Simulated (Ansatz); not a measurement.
# Lattice dynamics of LuAlH6 (built on the sites of a database entry of LaAlH6), part 3 of 3

How does LuAlH6 (built on the sites of a database entry of LaAlH6) vibrate, and is this structure a minimum?

Ansatz 0.2.0; DFT LDA, scalar-relativistic, plane waves, PAW.

So far, highest frequency on the path or at a solved wavevector (cm⁻¹): step 8 (response at finite wavevector) 1725. Also lowest frequency on the path (cm⁻¹): step 8 -295. The relaxed cell has a = 6.016, c = 5.792 Å (conventional setting).

The structure was built from a prototype and need not be the compound's stable phase.

### 9. Finite displacements in a supercell

Finite displacements in a 2×2×2 supercell give force constants from forces alone. They are exact at the wavevectors that the supercell holds, where they check the linear-response result.

File input.yaml:

```yaml
crystal:
  lattice:
    - [3.00800554, 1.7366744453, 1.9308137807]
    - [-3.00800554, 1.7366744453, 1.9308137807]
    - [0.0, -3.4733439794, 1.9308181981]
  atoms:
    - { symbol: Lu, position: [0.5, 0.5, 0.5] }
    - { symbol: Al, position: [0.0, 0.0, 0.0] }
    - { symbol: H, position: [0.9403584881, 0.3155379827, 0.3155379827] }
    - { symbol: H, position: [0.3155379827, 0.9403584881, 0.3155379827] }
    - { symbol: H, position: [0.3155379827, 0.3155379827, 0.9403584881] }
    - { symbol: H, position: [0.0596415119, 0.6844620173, 0.6844620173] }
    - { symbol: H, position: [0.6844620173, 0.0596415119, 0.6844620173] }
    - { symbol: H, position: [0.6844620173, 0.6844620173, 0.0596415119] }
kpoints:
  mp_grid: { grid: [10, 10, 10] }
hamiltonian:
  xc: lda
scf:
  occupations: { method: fixed }
output:
  eigenvalues: true
phonons:
  method: fd
  supercell: [2, 2, 2]
  temperatures: { t_max: 1000, t_step: 50 }
  qpath:
    path:
      - [[0.0, 0.0, 0.0], [0.5, 0.0, 0.0], [0.5, -0.5, 0.5], [0.37267946, -0.62732054, 0.37267946]]
      - [[0.37267946, 0.37267946, 0.37267946], [0.0, 0.0, 0.0], [0.5, -0.5, 0.0]]
    npoints: 10
  non_analytic_term:
    high_frequency_dielectric_tensor: [[8.5304, 0.0, 0.0], [0.0, 8.5304, 0.0], [0.0, 0.0, 8.2068]]
    born_effective_charges:
      - { species: Lu, tensor: [[4.353, 0.0, 0.0], [0.0, 4.353, 0.0], [0.0, 0.0, 3.8795]] }
      - { species: Al, tensor: [[2.2032, 0.0, 0.0], [0.0, 2.2032, 0.0], [0.0, 0.0, 2.7314]] }
      - { species: H, tensor: [[-1.3364, -0.4221, -0.1504], [-0.4221, -0.849, -0.0868], [-0.1853, -0.107, -1.1018]] }
      - { species: H, tensor: [[-1.3364, 0.4221, 0.1504], [0.4221, -0.849, -0.0868], [0.1853, -0.107, -1.1018]] }
      - { species: H, tensor: [[-0.6053, 0.0, 0.0], [0.0, -1.5801, 0.1737], [0.0, 0.214, -1.1018]] }
      - { species: H, tensor: [[-1.3364, -0.4221, -0.1504], [-0.4221, -0.849, -0.0868], [-0.1853, -0.107, -1.1018]] }
      - { species: H, tensor: [[-1.3364, 0.4221, 0.1504], [0.4221, -0.849, -0.0868], [0.1853, -0.107, -1.1018]] }
      - { species: H, tensor: [[-0.6053, 0.0, 0.0], [0.0, -1.5801, 0.1737], [0.0, 0.214, -1.1018]] }
    source: "zone-centre run at this cell"
```

Run with:

```bash
ansatz run input.yaml --threads 4 --pin off --max-ram 14336MiB --backend cpu --events-out ev --progress --plain --runs-dir out
```

Numbers of over 12 decimals in the logs are rounded to 6 here.

Log:

```text
[...]
Crystal: 64 atoms, lattice volume = 484.149 Å³
Basis set: ecut = 420 eV, 9475 PW (Γ)
Bands: 200, of which v1, the nominal top of the filled ones, is band 136 counted from 1 (135 counted from 0)
Symmetry: 96 space group operations
k-points: 19 of 125
[...]
SCF iter   1: F=—  HF=-120814.692513 eV  |F-HF|=—  |Δ(HF+E_count)|=         —  Δρ=2.30e-8  dr2=1.86e-12  ethr=1.00e-12  ⟨swp⟩=3.0  Hψ=8881  notcnv=0
[...]
SCF iter   2: F=-120814.692513 eV  HF=-120814.692513 eV  |F-HF|=1.46e-11  |Δ(HF+E_count)|=    0.00e0  Δρ=2.05e-8  dr2=1.16e-12  ethr=1.00e-12  ⟨swp⟩=4.8  Hψ=12141  notcnv=0
SCF 1 converged in 2 iterations: F = -120814.692513 eV  dr2 = 1.16e-12
[...]
Symmetry: 2 space group operations
k-points: 39 of 125 (time reversal used)
[...]
SCF iter   9: F=-120814.692465 eV  HF=-120814.692465 eV  |F-HF|=4.37e-11  |Δ(HF+E_count)|=  1.46e-11  Δρ=2.03e-8  dr2=1.30e-12  ethr=1.00e-12  ⟨swp⟩=7.1  Hψ=38937  notcnv=0
SCF 2 converged in 9 iterations: F = -120814.692465 eV  dr2 = 1.30e-12
[...]
SCF iter   8: F=-120814.692489 eV  HF=-120814.692489 eV  |F-HF|=7.28e-11  |Δ(HF+E_count)|=  4.37e-11  Δρ=3.64e-8  dr2=4.19e-12  ethr=1.00e-12  ⟨swp⟩=8.0  Hψ=44608  notcnv=0
SCF 3 converged in 8 iterations: F = -120814.692489 eV  dr2 = 4.19e-12
[...]
SCF iter   9: F=-120814.692488 eV  HF=-120814.692488 eV  |F-HF|=2.91e-11  |Δ(HF+E_count)|=    0.00e0  Δρ=1.89e-8  dr2=1.34e-12  ethr=1.00e-12  ⟨swp⟩=7.0  Hψ=37487  notcnv=0
SCF 4 converged in 9 iterations: F = -120814.692488 eV  dr2 = 1.34e-12
[...]
SCF iter   4: F=-120814.692490 eV  HF=-120814.692490 eV  |F-HF|=2.91e-11  |Δ(HF+E_count)|=  7.28e-11  Δρ=3.39e-8  dr2=4.88e-12  ethr=1.00e-12  ⟨swp⟩=8.0  Hψ=42692  notcnv=0
SCF 5 converged in 4 iterations: F = -120814.692490 eV  dr2 = 4.88e-12
[...]
Symmetry: 1 space group operations
k-points: 63 of 125 (time reversal used)
[...]
SCF iter   9: F=-120814.692503 eV  HF=-120814.692503 eV  |F-HF|=1.46e-11  |Δ(HF+E_count)|=    0.00e0  Δρ=2.63e-8  dr2=3.05e-12  ethr=1.00e-12  ⟨swp⟩=7.0  Hψ=61459  notcnv=0
SCF 6 converged in 9 iterations: F = -120814.692503 eV  dr2 = 3.05e-12
[...]
SCF iter   4: F=-120814.692502 eV  HF=-120814.692502 eV  |F-HF|=0.00e0  |Δ(HF+E_count)|=    0.00e0  Δρ=2.69e-8  dr2=3.18e-12  ethr=1.00e-12  ⟨swp⟩=7.3  Hψ=62805  notcnv=0
SCF 7 converged in 4 iterations: F = -120814.692502 eV  dr2 = 3.18e-12
SCF converged after 2 iterations
Free energy (F): -120814.692513 eV
[...]
Internal energy: -120814.692513 eV  (E = F + TS)
E sigma→0 (E₀):  -120814.692513 eV
Fermi energy:    8.128019 eV
[...]
--- Forces (eV/Å), atoms counted from 1 ---
  atom   1  Lu    -0.00000000    -0.00000000     0.00000000
  atom   2  Al     0.00000000    -0.00000000     0.00000000
  atom   3  H      0.00031465     0.00018166     0.00020893
  atom   4  H     -0.00031465     0.00018166     0.00020893
  atom   5  H      0.00000000    -0.00036333     0.00020893
  atom   6  H     -0.00031465    -0.00018166    -0.00020893
  atom   7  H      0.00031465    -0.00018166    -0.00020893
  atom   8  H     -0.00000000     0.00036333    -0.00020893
  atom   9  Lu     0.00000000    -0.00000000     0.00000000
  atom  10  Al     0.00000000     0.00000000     0.00000000
  atom  11  H      0.00031465     0.00018166     0.00020893
  atom  12  H     -0.00031465     0.00018166     0.00020893
  atom  13  H      0.00000000    -0.00036333     0.00020893
  atom  14  H     -0.00031465    -0.00018166    -0.00020893
  atom  15  H      0.00031465    -0.00018166    -0.00020893
  atom  16  H     -0.00000000     0.00036333    -0.00020893
  atom  17  Lu     0.00000000     0.00000000    -0.00000000
  atom  18  Al     0.00000000    -0.00000000     0.00000000
  atom  19  H      0.00031465     0.00018166     0.00020893
  atom  20  H     -0.00031465     0.00018166     0.00020893
  atom  21  H     -0.00000000    -0.00036333     0.00020893
  atom  22  H     -0.00031465    -0.00018166    -0.00020893
  atom  23  H      0.00031465    -0.00018166    -0.00020893
  atom  24  H     -0.00000000     0.00036333    -0.00020893
  atom  25  Lu     0.00000000    -0.00000000    -0.00000000
  atom  26  Al     0.00000000     0.00000000    -0.00000000
  atom  27  H      0.00031465     0.00018166     0.00020893
  atom  28  H     -0.00031465     0.00018166     0.00020893
  atom  29  H      0.00000000    -0.00036333     0.00020893
  atom  30  H     -0.00031465    -0.00018166    -0.00020893
  atom  31  H      0.00031465    -0.00018166    -0.00020893
  atom  32  H     -0.00000000     0.00036333    -0.00020893
  atom  33  Lu    -0.00000000    -0.00000000    -0.00000000
  atom  34  Al    -0.00000000    -0.00000000    -0.00000000
  atom  35  H      0.00031465     0.00018166     0.00020893
  atom  36  H     -0.00031465     0.00018166     0.00020893
  atom  37  H     -0.00000000    -0.00036333     0.00020893
  atom  38  H     -0.00031465    -0.00018166    -0.00020893
  atom  39  H      0.00031465    -0.00018166    -0.00020893
  atom  40  H      0.00000000     0.00036333    -0.00020893
[...]
atom  53  H     -0.00000000    -0.00036333     0.00020893
  atom  54  H     -0.00031465    -0.00018166    -0.00020893
  atom  55  H      0.00031465    -0.00018166    -0.00020893
  atom  56  H      0.00000000     0.00036333    -0.00020893
  atom  57  Lu     0.00000000    -0.00000000     0.00000000
  atom  58  Al    -0.00000000     0.00000000     0.00000000
  atom  59  H      0.00031465     0.00018166     0.00020893
  atom  60  H     -0.00031465     0.00018166     0.00020893
  atom  61  H     -0.00000000    -0.00036333     0.00020893
  atom  62  H     -0.00031465    -0.00018166    -0.00020893
  atom  63  H      0.00031465    -0.00018166    -0.00020893
  atom  64  H      0.00000000     0.00036333    -0.00020893
  max |Σ_I F_I| component: 1.03e-18 eV/Å
--- Band table (eV; the first three rows and the last of 19) ---
  k-point 0: bands = [... 132 lower, 7.7333, 8.1280, 8.1280, 8.1280, 9.7631, 9.9031, 9.9031, 9.9031, ... 60 higher]
  k-point 1: bands = [... 132 lower, 7.7491, 7.8088, 7.8088, 7.9057, 10.0631, 10.0631, 10.0681, 10.4017, ... 60 higher]
  k-point 2: bands = [... 132 lower, 7.6266, 7.6266, 7.7575, 7.7575, 10.3714, 10.3714, 10.6159, 10.6159, ... 60 higher]
  k-point 18: bands = [... 132 lower, 6.9991, 7.3253, 7.5854, 7.6704, 10.9892, 11.5873, 11.5881, 11.5881, ... 60 higher]
--- Phonons: 6 displaced members + reference (amplitude 0.0025 Å, Σ member SCF iterations 43) ---
  symmetry images taken by strict's conditions (phonons.symmetry_images: auto; settled by no image being taken that strict refuses)
  ASR residual: 1.163e-3 → 0.000e0 eV/Å²; symmetrization residual: 1.781e-4 eV/Å²
  largest component of a force at the reference: 3.6e-4 eV/Å
[...]
```

Wall time 5.8 min (4 threads of Intel Xeon 6975P-C (Granite Rapids), shared host); peak memory 5.3 GiB.

Numbers from this step:

| Quantity | Value |
| --- | --- |
| gap on the k-mesh | 1.635 eV |
| atoms in the supercell | 64 |
| sum-rule residual before enforcement | 0.001163 eV/Å² |
| lowest frequency on the path | -295.3 cm⁻¹ |
| highest frequency on the path or at a solved wavevector | 1732 cm⁻¹ |
| lowest optical zone-centre mode | -295.3 cm⁻¹ |

Interpolated from a 2×2×2 supercell, rough between the solved points, with the LO-TO term (at Γ the limit along the path; where Γ stands inside the path, tables give the limit on arrival). Phonon branches along the path, in cm⁻¹:

```csv
point,branch 1,branch 2,branch 3,branch 4,branch 21,branch 22,branch 23,branch 24
Γ,-295,0,0,0,1596,1596,1598,1725
halfway,-57,61,85,100,1557,1605,1658,1715
L,65,78,134,210,1569,1612,1686,1696
halfway,83,91,125,217,1571,1594,1628,1732
T,107,107,126,238,1553,1553,1652,1715
halfway,106,106,116,233,1561,1561,1659,1710
P0,97,100,100,231,1573,1573,1676,1695
jump to P2,97,100,100,231,1573,1573,1676,1695
halfway,68,68,122,154,1593,1593,1630,1726
Γ,-295,0,0,0,1596,1596,1598,1725
halfway,66,70,94,166,1574,1624,1674,1703
F,77,87,91,183,1582,1583,1648,1715
```

The phonon density of states has structure finer than the step of the table below, so its rows give means over 100 cm⁻¹, whole bins alone (the curve runs from -290 to 1730 cm⁻¹). Peaks (cm⁻¹: height): 90.0: 0.0611, 230.0: 0.0297, 330.0: 0.0310, 890.0: 0.0496, 1030.0: 0.0287, 1490.0: 0.0295, 1570.0: 0.0395.

Tetrahedra on a 16×16×16 mesh, mean over bins of 20 cm-1. Interpolated from a 2×2×2 supercell, rough between the solved points. Table of phonon density of states by wavenumber; means over each step:

```csv
wavenumber (cm⁻¹),phonon density of states (1/cm⁻¹/cell)
-200,2.8e-4
-100,2.5e-4
0,0.00129
100,0.0292
200,0.0181
300,0.0125
400,0.00520
500,0.00592
600,0.0165
700,0.0157
800,0.0147
900,0.0284
1000,0.0194
1100,0.0127
1200,0
1300,0
1400,0.00524
1500,0.0154
1600,0.0224
```

At Γ the two methods differ by at most 0.1 cm⁻¹.

### 10. Results

| Item | Value |
| --- | --- |
| space group after relaxation (within 0.01 Å) | R-3m |
| volume per atom | 7.56 Å³ |
| gap on the k-mesh | 1.67 eV |
| highest optical mode at the zone centre (no LO-TO term) | 1725 cm⁻¹ |
| top of the zone-centre spectrum with the field | 1725 cm⁻¹ |
| lowest optical zone-centre mode | -295 cm⁻¹ |
| mean high-frequency dielectric constant | 8.42 |
| largest Born charge (third of the trace) | 4.20 e |
| lowest mode on the q mesh (acoustic modes at Γ apart) | -295 cm⁻¹ |
| highest frequency on the path or at a solved wavevector | 1725 cm⁻¹ |
| imaginary modes on the 3×3×3 q mesh | yes |

**Reading.** Modes are clearly imaginary (beyond 10i cm⁻¹) at 1 of the 6 irreducible wavevectors, most at Γ (295.4i cm⁻¹), so this structure is not a minimum of the energy. Without the field, the optical modes at Γ span -295 to 1725 cm⁻¹ (negative means imaginary). The highest mode in this list at Γ, 1725.4 cm⁻¹, is mostly motion of H (100 % of the kinetic energy). The macroscopic field leaves the top of the zone-centre spectrum where it is. Among the real modes, the strongest infrared line is at 592 cm⁻¹. Finite displacements and linear response differ by 0.1 cm⁻¹ in the highest zone-centre mode. With the field response the log warns that the k mesh is coarse for the force constants too, so the frequencies may not be converged. The program warns that the interpolation holds no quadrupole term, so branches close to Γ can be off in this crystal. Spin-orbit coupling is left out, which can matter for the heavy elements here. The starting cell was built on a prototype and not taken from a measurement, so the phase need not exist. These are harmonic frequencies at zero temperature: anharmonic shifts, linewidths and thermal expansion are left out.

[Logs are printed without paths, hosts, clocks, repeated set-up lines and the standing remarks that a program may print on its own settings, such as how far it seeks lower states.]

[Hosts, paths, dates, database ids (printed as entryN), source tags and the programs' standing remarks are cut or masked in the printed files.]
